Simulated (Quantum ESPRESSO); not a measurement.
# Near-edge structure at the O K edge of NiO (Fm-3m), part 3 of 4

Aim: the near-edge shape at the O K edge of NiO (Fm-3m), and what the core hole does to it.

Quantum ESPRESSO 7.5; X-ray absorption near-edge structure, plane-wave PAW PBE+U, one-electron final states by a Lanczos continued fraction.

So far. Step 8 (Spectrum with FCH, O atom 3): Main maxima below 24 eV (height): 1.5 eV (1.50), 5.3 eV (2.28), 8.1 eV (3.41), 13.7 eV (0.93) and 23.8 eV (0.52).  Step 8 (Spectrum with FCH, O atom 3): The hole costs E(hole) − E(ground) = 525.81 eV, and the lowest empty level of the hole cell lies at 13.27 eV, which puts the zero at 539.08 eV. One term is added: -8.91 eV, since the hole is spin-paired here and a spin-polarised one costs that much less in the free atom (computed apart).

### Step 9. Another broadening

The final state's lifetime shortens with energy, so measured features broaden above the edge; the saved Lanczos coefficients are redrawn with a width that grows.

File xspectra_plot.in:

```
&input_xspectra
   calculation='xanes_dipole', edge='K'
   prefix='x', outdir='tmp', xiabs=3, xe0=11.8526
   xonly_plot=.true., x_save_file='xanes.sav'
   xniter=3000, xcheck_conv=20, xerror=0.005
   xcoordcrys=.false., xepsilon(1)=1, xepsilon(2)=0, xepsilon(3)=0
/
&plot
   xnepoint=413, xemin=-10, xemax=45, terminator=.true., cut_occ_states=.true.
   gamma_mode='variable', gamma_energy(1)=4, gamma_energy(2)=25, gamma_value(1)=0.3, gamma_value(2)=2.5
/
&pseudos
   filecore='../O.wfc'
/
&cut_occ
   cut_desmooth=0.1, cut_stepl=0.05, cut_stepu=0.05, cut_ierror=1e-5
/
6 6 6 0 0 0
```

The run is started by

```bash
$ OMP_NUM_THREADS=1 xspectra.x -in xspectra_plot.in > xspectra_plot.out
```

The program printed:

```text
     [... banner and references ...]
Reading input_file
     -------------------------------------------------------------------------

     calculation: xanes_dipole

     xonly_plot: TRUE
        => only the spectrum plot

     main plot parameters:
        cut_occ_states: TRUE
        gamma_mode:  variable
        -> first, constant up to point ( 4.00, 0.30) [eV]
        -> then, linear up to point (25.00, 2.50) [eV]
        -> finally, constant up to xemax
        xemin [eV]: -10.00
        xemax [eV]:  45.00
        xnepoint:  413
[...]
xemin [eV]: -10.00
        xemax [eV]:  45.00
        xnepoint:  413
        energy-dependent broadening parameter:
         -> first, constant up to point ( 4.00, 0.30) [eV]
         -> then, linear up to point (25.00, 2.50) [eV]
         -> finally, constant up to xemax
        Core level energy [eV]:  -543.1
         (from electron binding energy of neutral atoms in X-ray data booklet)

     Cross-section successfully written in xanes.dat

     -------------------------------------------------------------------------
                                END JOB XSpectra
     -------------------------------------------------------------------------
[key lines of the parts left out:]
Fermi level [eV]:  10.4330
```

Elapsed: 7.4 s, on 1 MPI rank of Arm Neoverse N1, shared host; peak memory 0.06 GiB.

With a Lorentzian half width 0.3 eV up to 4 eV, rising linearly to 2.5 eV at 25 eV (counted from xe0, 1.4 eV below the zero used here), the maxima are 1.5 eV (1.78), 5.3 eV (2.04), 7.9 eV (2.32) and 13.5 eV (0.70).

### Step 10. Another broadening

The saved Lanczos coefficients are redrawn with another constant width, to see how the features depend on it.

Changes to xspectra_plot.in since step 9:

```diff
@@ -9,3 +9,3 @@
    xnepoint=413, xemin=-10, xemax=45, terminator=.true., cut_occ_states=.true.
-   gamma_mode='variable', gamma_energy(1)=4, gamma_energy(2)=25, gamma_value(1)=0.3, gamma_value(2)=2.5
+   xgamma=2
 /
```

The program printed:

```text
     [... banner and references ...]
Reading input_file
     -------------------------------------------------------------------------

     calculation: xanes_dipole

     xonly_plot: TRUE
        => only the spectrum plot

     main plot parameters:
        cut_occ_states: TRUE
        gamma_mode:  constant
        -> using xgamma [eV]:  2.00
        xemin [eV]: -10.00
        xemax [eV]:  45.00
        xnepoint:  413
        xe0 [eV]:  11.852600 (energy zero read in input file)

     WARNING: variable ef_r is obsolete

[...]
Using the following parameters:
        xe0 [eV]:   11.8526
        the occupied states are elimintate from the spectrum
        xemin [eV]: -10.00
        xemax [eV]:  45.00
        xnepoint:  413
        constant broadening parameter [eV]:    2.000
        Core level energy [eV]:  -543.1
         (from electron binding energy of neutral atoms in X-ray data booklet)

     Cross-section successfully written in xanes.dat

     -------------------------------------------------------------------------
                                END JOB XSpectra
     -------------------------------------------------------------------------
[key lines of the parts left out:]
Fermi level [eV]:  10.4330
```

Elapsed: 7.4 s, on 1 MPI rank; peak memory 0.06 GiB.

With a Lorentzian half width 2 eV, the maxima are 7.7 eV (1.77).

### Step 11. Supercell with XCH, O atom 3

The holes are 5.9 Å apart. The excited electron is kept in the cell, where it fills the lowest empty states and screens the hole.

Changed against the first core-hole run: core hole to XCH.

File scf.in:

```
&control
   calculation='scf', prefix='x', pseudo_dir='../pp', outdir='tmp', tprnfor=.true.
/
&system
   ibrav=0, nat=16, ntyp=4, nbnd=80
   ecutwfc=50, ecutrho=360
   occupations='smearing', smearing='gaussian', degauss=0.003
   nspin=2
   starting_magnetization(1)=0.20
   starting_magnetization(2)=-0.20
/
&electrons
   conv_thr=1.6e-07, electron_maxstep=120
   mixing_beta=0.3, mixing_mode='local-TF'
/
ATOMIC_SPECIES
Ni 1.0 Ni.pbe-n-kjpaw.UPF
Ni2 1.0 Ni.pbe-n-kjpaw.UPF
Oh 1.0 O.pbe-n-kjpaw-1sch.UPF
O 1.0 O.pbe-n-kjpaw.UPF
CELL_PARAMETERS angstrom
  -4.17180328 4.17180328 0.00000000
  -4.17180328 -4.17180328 0.00000000
  4.17180328 0.00000000 4.17180328
ATOMIC_POSITIONS crystal
Ni   0.00000000 0.00000000 0.00000000
Ni   0.50000000 0.00000000 0.00000000
Ni   0.50000000 0.50000000 0.50000000
Ni   0.00000000 0.50000000 0.50000000
Ni2  0.50000000 0.50000000 0.00000000
Ni2  0.00000000 0.50000000 0.00000000
Ni2  0.00000000 0.00000000 0.50000000
Ni2  0.50000000 0.00000000 0.50000000
Oh   0.25000000 0.75000000 0.50000000
O    0.75000000 0.75000000 0.50000000
O    0.75000000 0.25000000 0.00000000
O    0.25000000 0.25000000 0.00000000
O    0.75000000 0.25000000 0.50000000
O    0.25000000 0.25000000 0.50000000
O    0.25000000 0.75000000 0.00000000
O    0.75000000 0.75000000 0.00000000
K_POINTS automatic
4 4 4 0 0 0
HUBBARD (ortho-atomic)
U Ni-3d 7
U Ni2-3d 7
```

The run is started by

```bash
$ OMP_NUM_THREADS=1 mpirun --oversubscribe --bind-to none -np 8 pw.x -nk 8 -in scf.in > scf.out
```

The program printed:

```text
     [... banner and references ...]
[banner, memory and clock lines left out]
using ibrav=0 with symmetry is DISCOURAGED, use correct ibrav instead

     G-vector sticks info

     bravais-lattice index     =            0
     lattice parameter (alat)  =      11.1490  a.u.
     unit-cell volume          =     979.9368 (a.u.)^3
     number of atoms/cell      =           16
     number of atomic types    =            4
     number of electrons       =       129.00
     number of Kohn-Sham states=           80
     kinetic-energy cutoff     =      50.0000  Ry
     charge density cutoff     =     360.0000  Ry
     scf convergence threshold =      1.6E-07
     mixing beta               =       0.3000
     number of iterations used =            8  local-TF  mixing
     Exchange-correlation= SLA  PW   PBX  PBC
                           (   1   4   3   4   0   0   0)
     Hubbard projectors: ortho-atomic
     Hubbard parameters of DFT+U (Dudarev formulation) in eV:
     U(Ni-3d) =  7.0000
     U(Ni2-3d) =  7.0000

     Internal variables: lda_plus_u =T, lda_plus_u_kind = 0

     Internal variables: orbital_resolved =F, hub_pot_fix =F, apply_U = F

     celldm(1)=  11.149045  celldm(2)=   0.000000  celldm(3)=   0.000000
     celldm(4)=   0.000000  celldm(5)=   0.000000  celldm(6)=   0.000000

     crystal axes: (cart. coord. in units of alat)
               a(1) = (  -0.707107   0.707107   0.000000 )
               a(2) = (  -0.707107  -0.707107   0.000000 )
               a(3) = (   0.707107   0.000000   0.707107 )

     reciprocal axes: (cart. coord. in units 2 pi/alat)
[...]
k = 0.0000 0.0000 0.0000 (  5817 PWs)   bands (ev):

   -11.5224  -7.7322  -6.5299  -6.5299  -6.4905  -6.4902  -6.4902  -6.3836
     1.9819   1.9819   1.9948   3.0758   3.7453   3.7453   3.8321   4.0416
     4.0416   4.2732   4.4892   4.4892   4.9493   4.9493   4.9731   5.0750
[...]
13.2447  14.5092  14.5092  14.6743  15.3187  15.3187  15.6062  15.6633
    15.6633  16.9769  17.5274  17.5299  17.5299  18.1049  18.1049  18.1290

     [... bands of 25 further k-points ...]

     the Fermi energy is    14.0973 ev

!    total energy              =   -1827.80467203 Ry
     total all-electron energy =    -25495.994166 Ry
     estimated scf accuracy    <       0.00000013 Ry
     smearing contrib. (-TS)   =      -0.00067577 Ry
     internal energy E=F+TS    =   -1827.80399626 Ry

     The total energy is F=E-TS. E is the sum of the following terms:
     one-electron contribution =    -127.80411307 Ry
     hartree contribution      =     223.50819873 Ry
     xc contribution           =    -396.60857985 Ry
     ewald contribution        =    -775.48398973 Ry
     Hubbard energy            =       0.65872937 Ry
     one-center paw contrib.   =    -752.07424170 Ry

     total magnetization       =     0.00 Bohr mag/cell
     absolute magnetization    =    13.89 Bohr mag/cell

     convergence has been achieved in  27 iterations

     Forces acting on atoms (cartesian axes, Ry/au):

     atom    1 type  1   force =     0.00022296    0.00022296    0.00022296
     atom    2 type  1   force =    -0.00159412   -0.00159412    0.05742956
     atom    3 type  1   force =    -0.00159412    0.05742956   -0.00159412
[...]
atom   15 type  4   force =     0.00001266    0.00000418    0.00001266
     atom   16 type  4   force =     0.00000418    0.00001266    0.00001266

     Total force =     0.140850     Total SCF correction =     0.000457

     XML data file, charge density, pseudopotentials, collected wavefunctions
```

Wall time 7.6 min (8 MPI ranks); peak memory 0.3 GiB.

Energy with the hole: -346890.672 eV, cores included.

### Step 12. Spectrum with XCH, O atom 3

Changed against the first core-hole run: core hole to XCH.

File xspectra.in:

```
&input_xspectra
   calculation='xanes_dipole', edge='K'
   prefix='x', outdir='tmp', xiabs=3, xe0=11.8075
   xonly_plot=.false., x_save_file='xanes.sav'
   xniter=3000, xcheck_conv=20, xerror=0.005
   xcoordcrys=.false., xepsilon(1)=1, xepsilon(2)=0, xepsilon(3)=0
/
&plot
   xnepoint=413, xemin=-10, xemax=45, terminator=.true., cut_occ_states=.true.
   xgamma=0.4
/
&pseudos
   filecore='../O.wfc'
/
&cut_occ
   cut_desmooth=0.1, cut_stepl=0.05, cut_stepu=0.05, cut_ierror=1e-5
/
6 6 6 0 0 0
```

The run is started by

```bash
$ OMP_NUM_THREADS=1 mpirun --oversubscribe --bind-to none -np 8 xspectra.x -nk 8 -in xspectra.in > xspectra.out
```

The program printed:

```text
     [... banner and references ...]
Reading input_file

     calculation: xanes_dipole

     xepsilon  [cartesian coordinates]:   1.000000   0.000000   0.000000

     xonly_plot: FALSE
        => complete calculation: Lanczos + spectrum plot

     filecore (core-wavefunction file): ../O.wfc

     main plot parameters:
        cut_occ_states: TRUE
        gamma_mode:  constant
        -> using xgamma [eV]:  0.40
        xemin [eV]: -10.00
        xemax [eV]:  45.00
        xnepoint:  413
        xe0 [eV]:  11.807500 (energy zero read in input file)

[...]
Results of STEP 1 successfully written in x_save_file
     x_save_file name:
     ->  xanes.sav
     x_save_file version:  2

     ... End STEP 1 ...

     ... Begin STEP 2 ...

     The spectrum is calculated using the following parameters:
        xe0 [eV]:   11.8075
        the occupied states are elimintate from the spectrum
        xemin [eV]: -10.00
        xemax [eV]:  45.00
        xnepoint:  413
        constant broadening parameter [eV]:    0.400
        Core level energy [eV]:  -543.1
         (from electron binding energy of neutral atoms in X-ray data booklet)

     Cross-section successfully written in xanes.dat

     ... End STEP 2 ...

                                END JOB XSpectra
```

It took 11 min on 8 MPI ranks; peak memory 0.19 GiB; 85 min of CPU time.

```
E (eV)  first run  this run
  -2.0       0.05      0.06
  -1.0       0.08      0.10
   0.0       0.17      0.25
   1.0       0.74      1.38
   2.0       0.99      0.77
   3.0       0.71      0.68
   4.0       1.26      1.18
   5.0       2.08      1.86
   6.0       1.70      1.71
   7.0       1.67      1.70
   8.0       3.34      3.27
   9.0       1.67      1.75
  10.0       1.13      1.13
  11.0       0.52      0.53
  12.0       0.34      0.36
  13.0       0.64      0.64
  14.0       0.81      0.85
  15.0       0.70      0.72
  16.0       0.45      0.46
  17.0       0.40      0.40
  18.0       0.33      0.33
  19.0       0.26      0.26
  20.0       0.24      0.24
  21.0       0.26      0.27
  22.0       0.37      0.37
  23.0       0.46      0.46
  24.0       0.50      0.49
  25.0       0.42      0.41
  26.0       0.51      0.48
  27.0       0.87      0.81
  28.0       1.65      1.59
  29.0       2.11      2.15
  30.0       1.83      1.89
  31.0       0.74      0.77
  32.0       0.36      0.37
```

Against the first run the r.m.s. difference is 11 %. The highest intensity below 16 eV goes from 8.1 eV (3.41) to 8.2 eV (3.38).

The photon energy of the zero moves by +0.92 eV.

### Step 13. The atom with a core hole

The transition-state run needs a data set with half a core electron removed.

File O.pbe-n-kjpaw-1shch.ld1.in:

```
&input
   title='O', zed=8., rel=1, iswitch=3, dft='PBE',
   config='1s1.5 2s2 2p4.5'
/
&inputp
   file_pseudopw='O.pbe-n-kjpaw-1shch.UPF', author='',
   lpaw=.true.,
   pseudotype=3,
   lloc=-1,
   rcloc=1.1,
   which_augfun='PSQ',
   rmatch_augfun_nc=.true.,
   nlcc=.true.,
   new_core_ps=.true.,
   rcore=0.7,
   tm=.true.,
   zval=6.5,
   lgipaw_reconstruction=.true., use_paw_as_gipaw=.true.
/
4
2S  1  0  2.00  0.00  1.00  1.30  0.0
2S  1  0  0.00  1.00  1.00  1.30  0.0
2P  2  1  4.50  0.00  0.90  1.35  0.0
2P  2  1  0.00  0.05  0.90  1.35  0.0
```

The run is started by

```bash
$ ld1.x < O.pbe-n-kjpaw-1shch.ld1.in > O.pbe-n-kjpaw-1shch.ld1.out
```

The program printed:

```text
     [... banner and references ...]
PAW data will be used for GIPAW calculation
     --------------------------- All-electron run ----------------------------

     O
     scalar relativistic calculation

     atomic number is  8.00
     dft =PBE   lsd =0 sic =0 latt =0  beta=0.20 tr2=1.0E-14
     Exchange-correlation= PBE
                           (   1   4   3   4   0   0   0)
     mesh =1095 r(mesh) =  99.04343 a.u. xmin = -7.00 dx = 0.01250
     1 Ry =  13.60569312 eV, c = 137.03599908

     n l     nl                  e(Ry)          e(Ha)          e(eV)
[...]
2 1     2P   1( 4.50)       -0.75668       -0.75668        0.00001

     eps = 8.5E-17  iter =  4

     Etot =    -130.878304 Ry,     -65.439152 Ha,   -1780.690039 eV
     Etotps =   -45.756852 Ry,     -22.878426 Ha,    -622.553681 eV

     Ekin =      40.354315 Ry,      20.177157 Ha,     549.048422 eV
     Encl =    -105.313908 Ry,     -52.656954 Ha,   -1432.868718 eV
     Ehrt =      34.105903 Ry,      17.052952 Ha,     464.034451 eV
     Ecxc =     -14.903161 Ry,      -7.451581 Ha,    -202.767836 eV
     (Ecc =      -0.146505 Ry,      -0.073252 Ha,      -1.993299 eV)

     ---------------------- End of pseudopotential test ----------------------
```

Wall time 0.73 s (1 MPI rank); peak memory 0.12 GiB.

### Step 14. Supercell with HCH, O atom 3

The holes are 5.9 Å apart. Half a hole is Slater's transition state, a compromise that weakens the attraction.

Changed against the first core-hole run: core hole from full to half.

Changes to scf.in since step 11:

```diff
@@ -4,5 +4,6 @@
 &system
-   ibrav=0, nat=16, ntyp=4, nbnd=80
+   ibrav=0, nat=16, ntyp=4, nbnd=79
    ecutwfc=50, ecutrho=360
    occupations='smearing', smearing='gaussian', degauss=0.003
+   tot_charge=0.5
    nspin=2
@@ -18,3 +19,3 @@
 Ni2 1.0 Ni.pbe-n-kjpaw.UPF
-Oh 1.0 O.pbe-n-kjpaw-1sch.UPF
+Oh 1.0 O.pbe-n-kjpaw-1shch.UPF
 O 1.0 O.pbe-n-kjpaw.UPF
```

The run is started by

```bash
$ OMP_NUM_THREADS=1 mpirun --oversubscribe --bind-to none -np 8 pw.x -nk 8 -in scf.in > scf.out
```

The program printed:

```text
     [... banner and references ...]
[banner, memory and clock lines left out]
using ibrav=0 with symmetry is DISCOURAGED, use correct ibrav instead

     G-vector sticks info

     bravais-lattice index     =            0
     lattice parameter (alat)  =      11.1490  a.u.
     unit-cell volume          =     979.9368 (a.u.)^3
     number of atoms/cell      =           16
     number of atomic types    =            4
     number of electrons       =       128.00
     number of Kohn-Sham states=           79
     kinetic-energy cutoff     =      50.0000  Ry
     charge density cutoff     =     360.0000  Ry
     scf convergence threshold =      1.6E-07
     mixing beta               =       0.3000
     number of iterations used =            8  local-TF  mixing
     Exchange-correlation= SLA  PW   PBX  PBC
                           (   1   4   3   4   0   0   0)
     Hubbard projectors: ortho-atomic
     Hubbard parameters of DFT+U (Dudarev formulation) in eV:
     U(Ni-3d) =  7.0000
     U(Ni2-3d) =  7.0000

     Internal variables: lda_plus_u =T, lda_plus_u_kind = 0

     Internal variables: orbital_resolved =F, hub_pot_fix =F, apply_U = F

     celldm(1)=  11.149045  celldm(2)=   0.000000  celldm(3)=   0.000000
     celldm(4)=   0.000000  celldm(5)=   0.000000  celldm(6)=   0.000000

     crystal axes: (cart. coord. in units of alat)
               a(1) = (  -0.707107   0.707107   0.000000 )
               a(2) = (  -0.707107  -0.707107   0.000000 )
               a(3) = (   0.707107   0.000000   0.707107 )

     reciprocal axes: (cart. coord. in units 2 pi/alat)
[...]
-9.1267  -7.6210  -6.5129  -6.5129  -6.4636  -6.4634  -6.4634  -6.4561
     2.7099   2.7099   2.7165   2.9662   3.6248   3.6248   3.8536   3.8979
     3.8979   3.9485   4.2683   4.2683   4.7315   4.7394   4.7394   5.0904
[...]
9.6505   9.6505   9.7479   9.7547   9.7547   9.7675   9.9620   9.9620
    13.4630  15.0124  15.0124  15.1829  15.2144  15.2144  15.2334  15.4938
    15.4938  17.2387  17.5703  17.5709  17.5709  18.0211  18.0211

     [... bands of 25 further k-points ...]

     the Fermi energy is    11.5925 ev

!    total energy              =   -1822.75928095 Ry
     total all-electron energy =    -25516.942606 Ry
     estimated scf accuracy    <       0.00000002 Ry
     smearing contrib. (-TS)   =      -0.00000000 Ry
     internal energy E=F+TS    =   -1822.75928095 Ry

     The total energy is F=E-TS. E is the sum of the following terms:
     one-electron contribution =    -122.48674417 Ry
     hartree contribution      =     219.07264795 Ry
     xc contribution           =    -394.78903168 Ry
     ewald contribution        =    -770.39418312 Ry
     Hubbard energy            =       0.52326980 Ry
     one-center paw contrib.   =    -754.68523973 Ry

     total magnetization       =    -0.00 Bohr mag/cell
     absolute magnetization    =    14.64 Bohr mag/cell

     convergence has been achieved in  26 iterations

     Forces acting on atoms (cartesian axes, Ry/au):

     atom    1 type  1   force =    -0.00006490   -0.00006490   -0.00006490
     atom    2 type  1   force =     0.00029397    0.00029397    0.02718056
     atom    3 type  1   force =     0.00029397    0.02718056    0.00029397
[...]
atom   15 type  4   force =     0.00000472    0.00000378    0.00000472
     atom   16 type  4   force =     0.00000378    0.00000472    0.00000472

     Total force =     0.066592     Total SCF correction =     0.000120

     XML data file, charge density, pseudopotentials, collected wavefunctions
```

The job ended after 7.8 min (8 MPI ranks; peak memory 0.3 GiB; 63 min of CPU time).

Energy with the hole: -347175.691 eV, cores included.

[end of part 3 of 4]

[Banner, clock and machine lines of the logs are left out without a mark of their own.]

[Logs are printed without paths, hosts, clocks, repeated set-up lines and the standing remarks that a program may print on its own settings, such as how far it seeks lower states.]

[Hosts, paths, dates, database ids (printed as entryN), source tags and the programs' standing remarks are cut or masked in the printed files.]

[Lists of maxima count a maximum above −3 eV only where it reaches 4 % of the highest in the window and stands out from its surroundings by 2 % of it (1.5 % where it reaches 55 %); shoulders and weaker maxima are passed over, and of the rest the first, up to two pre-edge ones and the few strongest are named.]
